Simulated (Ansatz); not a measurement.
## SrVO3 (Pm-3m): Hubbard U and Hund's J by constrained RPA

How strongly is the local Coulomb interaction screened in SrVO3 (Pm-3m)?

Calculated with Ansatz 0.2.0; non-magnetic LDA, then constrained RPA, plane waves, PAW.

**1. The structure**

The structure is cubic, space group Pm-3m (No. 221). Conventional cell: a = 3.842 Å, b = 3.842 Å, c = 3.842 Å, α = 90.00°, β = 90.00°, γ = 90.00°. Sr has 12 O at 2.72 Å nearest. V has 6 O at 1.92 Å nearest. Nearest to O lie 2 V at 1.92 Å and 4 Sr at 2.72 Å. Farther neighbours and most contacts between anions are not listed.

 The program's search for lower electronic states was switched off, so nothing shows that the state found is the lowest. The default PAW set here is soft_2. Its files were made with PBE.

**2. LDA bands and orbital weights**

This step: DFT, LDA, plane waves, PAW.

The input, input.yaml:

```yaml
crystal:
  lattice:
    - [0.0, -3.842, 0.0]
    - [0.0, 0.0, 3.842]
    - [-3.842, 0.0, 0.0]
  atoms:
    - { symbol: Sr, position: [0.0, 0.0, 0.0] }
    - { symbol: V, position: [0.5, 0.5, 0.5] }
    - { symbol: O, position: [0.5, 0.5, 0.0] }
    - { symbol: O, position: [0.5, 0.0, 0.5] }
    - { symbol: O, position: [0.0, 0.5, 0.5] }
kpoints:
  mp_grid: { grid: [6, 6, 6] }
  band_path:
    path:
      - [[0.0, 0.0, 0.0], [0.0, 0.5, 0.0], [0.5, 0.5, 0.0], [0.0, 0.0, 0.0], [0.5, 0.5, 0.5], [0.0, 0.5, 0.0]]
      - [[0.5, 0.5, 0.5], [0.5, 0.5, 0.0]]
    npoints: 10
hamiltonian:
  xc: lda
scf:
  occupations: { method: gaussian, width: 0.08 }
  n_extra_bands: 19
  max_iter: 150
  lower_state_search: "off"
output:
  eigenvalues: true
  fatbands: true
  write_density: true
  write_potential: true
  elf: true
  volumetric_format: npy
```

Launch:

```bash
$ ansatz run input.yaml --threads 8 --pin off --max-ram 18432MiB --backend cpu --events-out ev --progress --plain --runs-dir out
```

Numbers of over 12 decimals in the logs are rounded to 6 here.

Output:

```text
scf.n_extra_bands = 19 over 21 filled bands (N_el = 41.0): the run solves 40 bands
Engine: ansatz 0.2.0, aarch64-unknown-linux-gnu
Pseudopotentials: kind: paw
Pseudopotential: Sr, paw, valence charge 10, recommended cutoff 420 eV (normal), Sr.paw.azcp
Pseudopotential: V, paw, valence charge 13, recommended cutoff 420 eV (normal), V.paw.azcp
Pseudopotential: O, paw, valence charge 6, recommended cutoff 420 eV (normal), O.paw.azcp
Functional definition: SPW92
  exchange = slater_x
  correlation = pw_c
Crystal: 5 atoms, lattice volume = 56.712 Å³
Basis set: ecut = 420 eV, 1141 PW (Γ)
Bands: 40, of which v1, the nominal top of the filled ones, is band 21 counted from 1 (20 counted from 0)
Symmetry: 48 space group operations
Space group: Pm-3m (ITA 221), of the structure as read, at distance tolerance 3.8e-5 Å
k-points: 20 of 216
Non-local potential: Sr, projectors of the file, l = 0: 3, l = 1: 2, l = 2: 2
Non-local potential: V, projectors of the file, l = 0: 3, l = 1: 2, l = 2: 3, l = 3: 1
Non-local potential: O, projectors of the file, l = 0: 2, l = 1: 2, l = 2: 1
PAW form: soft (Blöchl's): semilocal exchange-correlation on the pseudo side does not see the compensation charge
PAW frozen core: Sr, regenerated for the run's functional, and the local potential with it (the file was generated under x = pbe(κ = 0.804, μ = 0.219515), c = pbe(β = 0.066725))
PAW frozen core: V, regenerated for the run's functional, and the local potential with it (the file was generated under x = pbe(κ = 0.804, μ = 0.219515), c = pbe(β = 0.066725))
PAW frozen core: O, regenerated for the run's functional, and the local potential with it (the file was generated under x = pbe(κ = 0.804, μ = 0.219515), c = pbe(β = 0.066725))
PAW one-centre angular grid: Sr, 110 points (default); XC on 64 Gauss nodes
PAW one-centre angular grid: V, 590 points (default); XC on 64 Gauss nodes
PAW one-centre angular grid: O, 110 points (default); XC on 64 Gauss nodes
Initial density: superposition of atomic densities (neutral atoms: chi_scale 0, normalization atom), corrected by the library's trained network
Initial wavefunctions: pseudopotential atomic-orbital guess
Functional: x = slater, c = lda
SCF iter   1: F=—  HF=-7977.618127 eV  |F-HF|=—  |Δ(HF+E_count)|=         —  Δρ=1.97e-2  dr2=2.03e-1  ethr=1.77e-3  ⟨swp⟩=7.2  Hψ=3933  notcnv=0  defer=145
preconditioner: auto → Kerker (q_TF=auto, 2.585 Å⁻¹)  [metal: Δε(μ)=0.079 eV  Ē_g=18.991 eV  σ=0.080 eV  W_gap=0.47  n_scr=18 (ndim 8)  ℏωp=27.5 eV  f_vac=0.000  D(μ)=2.21/eV (n_scr^D=18)]
SCF iter   2: F=—  HF=-7977.587318 eV  |F-HF|=—  |Δ(HF+E_count)|=   3.08e-2  Δρ=1.09e-2  dr2=6.89e-2  ethr=4.95e-4  ⟨swp⟩=2.0  Hψ=1041  notcnv=0  defer=198
SCF iter   3: F=—  HF=-7977.573208 eV  |F-HF|=—  |Δ(HF+E_count)|=   1.41e-2  Δρ=1.68e-3  dr2=7.26e-4  ethr=1.68e-4  ⟨swp⟩=2.0  Hψ=813  notcnv=0  defer=198
SCF iter   4: F=—  HF=-7977.573043 eV  |F-HF|=—  |Δ(HF+E_count)|=   1.66e-4  Δρ=6.47e-4  dr2=2.72e-4  ethr=1.77e-6  ⟨swp⟩=2.0  Hψ=840  notcnv=0  defer=198
SCF iter   5: F=—  HF=-7977.572975 eV  |F-HF|=—  |Δ(HF+E_count)|=   6.72e-5  Δρ=1.56e-4  dr2=3.25e-5  ethr=6.62e-7  ⟨swp⟩=2.0  Hψ=690  notcnv=0  defer=198
SCF iter   6: F=—  HF=-7977.572973 eV  |F-HF|=—  |Δ(HF+E_count)|=   2.31e-6  Δρ=7.01e-5  dr2=4.57e-6  ethr=7.93e-8  ⟨swp⟩=1.9  Hψ=661  notcnv=0  defer=198
SCF iter   7: F=-7977.572971 eV  HF=-7977.572971 eV  |F-HF|=1.22e-8  |Δ(HF+E_count)|=   1.68e-6  Δρ=9.96e-6  dr2=3.19e-8  ethr=2.44e-10  ⟨swp⟩=10.2  Hψ=4575  notcnv=0
SCF 1 converged in 7 iterations: F = -7977.572971 eV  dr2 = 3.19e-8
  greatest PAW one-centre occupation: 1.000 electrons in one spin orbital (limit 2), on the V atom at site 1 (counted from 0), in its partial waves of l = 0
NSCF: frozen V_eff on 62 k-points
SCF converged after 7 iterations
Free energy (F): -7977.572971 eV
Harris-Foulkes:  -7977.572971 eV  (|F-HF|=1.22e-8)
Internal energy: -7977.565519 eV  (E = F + TS)
E sigma→0 (E₀):  -7977.569245 eV
Entropy (-TS):   -0.007453 eV (-1.491 meV/atom)
Fermi energy:    12.038008 eV
--- Per-component energies (eV) ---
  E_band       = -231.196418
  E_kinetic    = 1105.387804
  E_local      = -2645.932646  (includes V_loc(G=0)·N_el)
  E_nonlocal   = 309.386934
  E_hartree    = 977.809720
  E_xc         = -520.774749
  E_vxc        = -609.483166  (∫ρ·V_xc dr)
  E_paw        = -4096.214506  (= ΣΔE_a)
  E_vpaw       = -346.179636  (= ΣTr[D̂ρ^β])
  E_aug_tail   = 0.007767  (compensation charges beyond the density's cutoff)
  E_ewald      = -3108.166893
  E_core_change = 0.931050  (= ΣΔE_core)
  E_smearing   = -0.007453  (= −TS)
  E_closure    = -0.000000  (closes the sum)
  Σ components = -7977.572971   (vs F -7977.572971, Δ=0.00e0)
--- Band table (eV; the first three rows and the last of 20) ---
  k-point 0: bands = [... 17 lower, 9.7046, 9.7046, 9.7046, 11.1121, 11.1121, 11.1121, 13.3996, 13.3996, ... 15 higher]
  k-point 1: bands = [... 17 lower, 8.9167, 9.5129, 9.5129, 11.1428, 11.7602, 11.7602, 13.4069, 14.1995, ... 15 higher]
  k-point 2: bands = [... 17 lower, 8.1559, 9.3231, 9.3231, 11.2056, 12.6857, 12.6857, 13.4161, 15.2789, ... 15 higher]
  k-point 19: bands = [... 17 lower, 10.0868, 10.0868, 10.0868, 13.6538, 13.6538, 13.6538, 17.2868, 17.2868, ... 15 higher]
```

It took 1.5 s on 8 threads of Arm Neoverse V1, shared host; peak memory 0.4 GiB; 9.7 s of CPU time.

The electronic bands at the labelled points (eV, zero at the Fermi level):

```csv
point,band 17,band 18,band 19,band 20,band 21,band 22,band 23,band 24
Γ,-3.19,-2.33,-2.33,-2.33,-0.93,-0.93,-0.93,1.36
halfway,-3.69,-3.67,-2.63,-2.63,-0.86,0.22,0.22,1.37
X,-4.52,-4.08,-2.79,-2.79,-0.80,1.04,1.04,1.38
halfway,-3.91,-3.55,-3.49,-2.64,0.24,1.03,1.10,2.16
M,-4.06,-3.55,-3.55,-2.04,1.02,1.02,1.37,2.40
halfway,-3.76,-3.36,-3.25,-2.73,0.15,0.29,0.52,2.03
Γ,-3.19,-2.33,-2.33,-2.33,-0.93,-0.93,-0.93,1.36
halfway,-5.05,-2.93,-2.93,-2.61,0.56,0.65,0.65,3.62
R,-5.85,-1.95,-1.95,-1.95,1.62,1.62,1.62,5.25
halfway,-4.93,-2.96,-2.80,-2.52,0.71,1.17,1.20,3.59
X,-4.52,-4.08,-2.79,-2.79,-0.80,1.04,1.04,1.38
jump to R,-5.85,-1.95,-1.95,-1.95,1.62,1.62,1.62,5.25
halfway,-5.52,-2.66,-2.66,-2.00,1.27,1.27,1.49,4.05
M,-4.06,-3.55,-3.55,-2.04,1.02,1.02,1.37,2.40
```

Of the projections kept (V 3d, O 2p), the largest for each band there; the rest of the weight can lie on other orbitals:

```csv
point,band 17,band 18,band 19,band 20,band 21,band 22,band 23,band 24
Γ,O 2p 0.99,O 2p 0.98,O 2p 0.98,O 2p 0.98,V 3d 0.98,V 3d 0.98,V 3d 0.98,V 3d 0.82
X,O 2p 0.70,O 2p 0.92,O 2p 0.97,O 2p 0.97,V 3d 1.00,V 3d 0.71,V 3d 0.71,V 3d 0.85
M,O 2p 0.95,O 2p 0.95,O 2p 0.95,O 2p 0.99,V 3d 0.73,V 3d 0.73,V 3d 0.73,V 3d 0.75
Γ,O 2p 0.99,O 2p 0.98,O 2p 0.98,O 2p 0.98,V 3d 0.98,V 3d 0.98,V 3d 0.98,V 3d 0.82
R,O 2p 0.67,O 2p 1.00,O 2p 1.00,O 2p 1.00,V 3d 0.71,V 3d 0.71,V 3d 0.71,-
X,O 2p 0.70,O 2p 0.92,O 2p 0.97,O 2p 0.97,V 3d 1.00,V 3d 0.71,V 3d 0.71,V 3d 0.85
```

ELF in the ac plane at fractional y = 0.500, with atoms of V and O within 0.2 Å of it. It is the smooth field of the valence electrons, not physical close to the nuclei.

Ten even steps from '0' (0.02) to '9' (0.81), each cell a mean:
```
00158986898300
00027999995200
43113566642123
87411122211258
99831466521499
79942799952698
37943898962696
68942799962698
99831578741599
98521123211378
54212344431125
11025899984101
00148987997300
00159963798400
```
Columns run along a (3.8 Å), rows up along c (3.8 Å). Atoms in or near the plane, at fractional coordinates: V at (0.50, 0.50), O at (0.50, 0.00), O at (0.00, 0.50).

Valence density in the ac plane at fractional y = 0.500, with atoms of V and O within 0.2 Å of it. It is the smooth field of the valence electrons, not physical close to the nuclei.

Ten even steps from '_' (0 e/Å³) to '@' (15 e/Å³), each cell a mean:
```
__________..----::..________
____________..::..__________
____________________________
____________________________
..__________..::..________..
--::..____::++**==..____..::
==--..____--%%@@**::____::--
--::..____::**%%++..____..--
....______..::--::________..
____________________________
____________________________
____________......__________
__________..::--::__________
__________..--==--..________
```
Columns run along a (3.8 Å), rows up along c (3.8 Å). Atoms in or near the plane, at fractional coordinates: V at (0.50, 0.50), O at (0.50, 0.00), O at (0.00, 0.50).

**3. Constrained RPA: V t2g, bands v1 to c2, 6×6×6 mesh, medium accuracy**

Constrained RPA screens the interaction with every transition except those inside the target bands, which a later many-body model would treat itself.

This step: constrained RPA on LDA, plane waves, PAW.

input.yaml, the sections that differ from step 2:

```yaml
kpoints:
  mp_grid: { grid: [6, 6, 6] }
output:
  crpa:
    kmesh: [6, 6, 6]
    target_bands: [v1, c2]
    projections: [{ species: V, l: d, shell: 3, orbitals: [dxz, dyz, dxy] }]
  local_orbitals:
    kmesh: [6, 6, 6]
    orbitals: [{ species: V, l: d, shell: 3, orbitals: [dxz, dyz, dxy] }]
    window: { bands: [v1, c2] }
    seedname: lo
# crystal, hamiltonian, scf: as in step 2
```

Output:

```text
[...]
Crystal: 5 atoms, lattice volume = 56.712 Å³
Basis set: ecut = 420 eV, 1141 PW (Γ)
Bands: 40, of which v1, the nominal top of the filled ones, is band 21 counted from 1 (20 counted from 0)
Symmetry: 48 space group operations
[...]
k-points: 20 of 216
[...]
SCF iter   1: F=—  HF=-7977.618127 eV  |F-HF|=—  |Δ(HF+E_count)|=         —  Δρ=1.97e-2  dr2=2.03e-1  ethr=1.77e-3  ⟨swp⟩=7.2  Hψ=3933  notcnv=0  defer=145
[...]
SCF iter   7: F=-7977.572971 eV  HF=-7977.572971 eV  |F-HF|=1.22e-8  |Δ(HF+E_count)|=   1.68e-6  Δρ=9.96e-6  dr2=3.19e-8  ethr=2.44e-10  ⟨swp⟩=10.2  Hψ=4560  notcnv=0
SCF 1 converged in 7 iterations: F = -7977.572971 eV  dr2 = 3.19e-8
[...]
NSCF: frozen V_eff on 23 k-points
[...]
cRPA screening: q 1/216
cRPA screening: q 2/216
cRPA screening: q 8/216 (q-point 3)
cRPA screening: q 14/216 (q-point 4)
cRPA screening: q 17/216 (q-point 8)
cRPA screening: q 29/216 (q-point 9)
cRPA screening: q 53/216 (q-point 10)
cRPA screening: q 65/216 (q-point 15)
cRPA screening: q 77/216 (q-point 16)
cRPA screening: q 89/216 (q-point 22)
cRPA screening: q 92/216 (q-point 44)
cRPA screening: q 100/216 (q-point 45)
cRPA screening: q 124/216 (q-point 46)
cRPA screening: q 136/216 (q-point 51)
cRPA screening: q 160/216 (q-point 52)
cRPA screening: q 184/216 (q-point 58)
cRPA screening: q 190/216 (q-point 87)
cRPA screening: q 198/216 (q-point 88)
cRPA screening: q 210/216 (q-point 94)
cRPA screening: q 216/216 (q-point 130)
SCF converged after 7 iterations
Free energy (F): -7977.572971 eV
[...]
Internal energy: -7977.565519 eV  (E = F + TS)
E sigma→0 (E₀):  -7977.569245 eV
Entropy (-TS):   -0.007453 eV (-1.491 meV/atom)
Fermi energy:    12.038007 eV
[...]
--- Band table (eV; the first three rows and the last of 20) ---
  k-point 0: bands = [... 17 lower, 9.7046, 9.7046, 9.7046, 11.1121, 11.1121, 11.1121, 13.3996, 13.3996, ... 15 higher]
  k-point 1: bands = [... 17 lower, 8.9167, 9.5129, 9.5129, 11.1428, 11.7602, 11.7602, 13.4069, 14.1995, ... 15 higher]
  k-point 2: bands = [... 17 lower, 8.1559, 9.3231, 9.3231, 11.2056, 12.6857, 12.6857, 13.4161, 15.2789, ... 15 higher]
  k-point 19: bands = [... 17 lower, 10.0868, 10.0868, 10.0868, 13.6538, 13.6538, 13.6538, 17.2868, 17.2868, ... 15 higher]
--- cRPA (band scheme, projected local orbitals): target bands 21..23 (1-based), 3 Wannier function(s), 6×6×6 mesh, 46 bands' worth read of 51 solved, ecut_chi 136.0 eV, v(q+G=0) probe_charge, pair densities all_electron ---
  bands read: the sum over 46 bands ends inside a degenerate multiplet in 18 slots, whose members it reads at an even weight; the widest, k=0: bands 45 to 47 (counted from 1) at 2/3 each
  χ-basis size per q: N_G = 196..216
  window electrons = 1.0000, filled by tetrahedron_uncorrected; constrained ε̄⁻¹(q = 0, 0) head = 0.168287; min gauge Gram eig = 0.7077
  Kanamori averages over each shell's own Wannier functions (sites counted from 0, functions from 1):
    Site 1, 3D, 3 of 5 d orbitals (Wannier functions 1, 2, 3; wannier90's mr 2, 3, 5):
      screened: U = 3.1970 eV, U' = 2.3449 eV, J = 0.4069 eV
      screened, to within: U = 4.8e-3 eV, U' = 4.8e-3 eV, J = 6.5e-4 eV
      bare: V = 16.1051 eV, V' = 14.9196 eV, J = 0.5543 eV
  Hermiticity witness max|P − P†| over intra, direct and exchange elements: 7.11e-15 eV (screened), 1.13e-19 eV (bare)
  Reality witness max|Im| over intra, direct and exchange elements: 1.47e-19 eV (screened), 7.42e-19 eV (bare)
```

Wall time 87 s (8 threads); peak memory 0.78 GiB; 10 min of CPU time.

This step gave:

```
U                                                 : 3.197 eV
U prime (inter-orbital)                           : 2.345 eV
J                                                 : 0.4069 eV
bare V                                            : 16.11 eV
bare J                                            : 0.5543 eV
stated bound on U                                 : 0.004778 eV
U over bare V                                     : 0.1985
electrons in the window                           : 1.0000
head of the constrained inverse dielectric matrix : 0.1683
least eigenvalue of the projection's overlap      : 0.7077
target functions                                  : 3
bands in the sums                                 : 46
r.m.s. miss of the model bands                    : 0.003413 eV
width of the target bands                         : 2.542 eV
weight of the projected orbitals in the window    : 0.7812
```

On the V t2g shell, screening brings the on-site interaction from 16.1 eV down to U = 3.20 eV.

Kanamori averages over each shell's functions. Crpa shells, by row:

```csv
site,element,shell,orbitals,U (eV),U' (eV),J (eV),bare V (eV),bare V' (eV),bare J (eV),bound on U (eV)
2,V,3D,3,3.197,2.345,0.4069,16.11,14.92,0.5543,0.004778
```

Density-density elements U_iijj, eV. U matrix, by row:

```csv
orbital,V2 dxz,V2 dyz,V2 dxy
V2 dxz,3.197,2.345,2.345
V2 dyz,2.345,3.197,2.345
V2 dxy,2.345,2.345,3.197
```

Exchange elements U_ijji, eV. J matrix, by row:

```csv
orbital,V2 dxz,V2 dyz,V2 dxy
V2 dxz,-,0.407,0.407
V2 dyz,0.407,-,0.407
V2 dxy,0.407,0.407,-
```

Projected local orbitals of the target window. The electronic bands at the labelled points (eV, zero at the Fermi level; # counts the bands kept):

```csv
point,#1,#2,#3
Γ,-0.93,-0.93,-0.93
halfway,-0.86,0.23,0.23
X,-0.80,1.04,1.04
halfway,0.24,1.03,1.10
M,1.02,1.02,1.37
halfway,0.16,0.30,0.51
Γ,-0.93,-0.93,-0.93
halfway,0.55,0.64,0.64
R,1.62,1.62,1.62
halfway,0.70,1.17,1.20
X,-0.80,1.04,1.04
jump to R,1.62,1.62,1.62
halfway,1.27,1.27,1.49
M,1.02,1.02,1.37
```

The same for Kohn-Sham, solved directly:

```csv
point,#1,#2,#3
Γ,-0.93,-0.93,-0.93
X,-0.80,1.04,1.04
M,1.02,1.02,1.37
Γ,-0.93,-0.93,-0.93
R,1.62,1.62,1.62
X,-0.80,1.04,1.04
R,1.62,1.62,1.62
M,1.02,1.02,1.37
```

The first set of electronic bands as a text plot (rows in eV):

```
    1.6 |                                    *****        ***
    1.5 |                                   *    **        * **
    1.4 |             ***                         **        *  **
    1.2 |            *   *                 *      ***        *
    1.1 |           *                      *        **        *
    1.0 |      ********** *                        *  ****     **
    0.9 |             *  *               **
    0.8 |                * **
    0.7 |     *      *    *                         *
    0.6 |                               *
    0.5 |    *      *      ***          *
    0.4 |                  **                        *
    0.3 |                    *         *
    0.2 |   *                **        *
    0.1 |
    0.0 |          *          *      **               *
   -0.1 |                     **     **
   -0.2 |
   -0.3 |  *      *            *                       *
   -0.4 |                      **   *
   -0.6 |                           *
   -0.7 | *                     *                       *
   -0.8 |      ***               * *                     *
   -0.9 |******                  **
         Γ      X      M          Γ            R        X|R     M
```

Onsite levels, by row:

```csv
orbital,level less Fermi level (eV)
V2 dxz,0.6756
V2 dyz,0.6756
V2 dxy,0.6756
```

Largest distinct elements between sites. Hoppings, by row:

```csv
from,to,cell,distance (Å),t (eV)
V2 dxy,V2 dxy,0 0 1,3.842,-0.2655
V2 dyz,V2 dyz,-1 -1 0,5.433,-0.087
V2 dxz,V2 dxz,-1 0 0,3.842,-0.029
V2 dxy,V2 dxy,-1 0 -2,8.591,-0.012
V2 dxz,V2 dxy,1 1 0,5.433,-0.0093
V2 dxz,V2 dxz,0 2 2,10.87,-0.0085
V2 dxz,V2 dxz,0 0 -2,7.684,0.0079
V2 dxy,V2 dxy,-1 -1 0,5.433,0.0064
V2 dxz,V2 dxz,-1 -1 1,6.655,-0.0062
V2 dxy,V2 dxz,-1 -1 -1,6.655,-0.0038
V2 dxz,V2 dxz,-1 0 -2,8.591,0.0034
V2 dxz,V2 dxz,0 -2 -3,13.85,-0.002
```

(Part 1 of 2 ends here.)

[Paths, hosts, dates, memory and timing lines, banners, echoed tables and standing remarks are left out of the program output.]

[Logs are printed without paths, hosts, clocks, repeated set-up lines and the standing remarks that a program may print on its own settings, such as how far it seeks lower states.]

[Runs of the session that timed out or met a known fault of the program may be left out.]

[Hosts, paths, dates, database ids (printed as entryN), source tags and the programs' standing remarks are cut or masked in the printed files.]
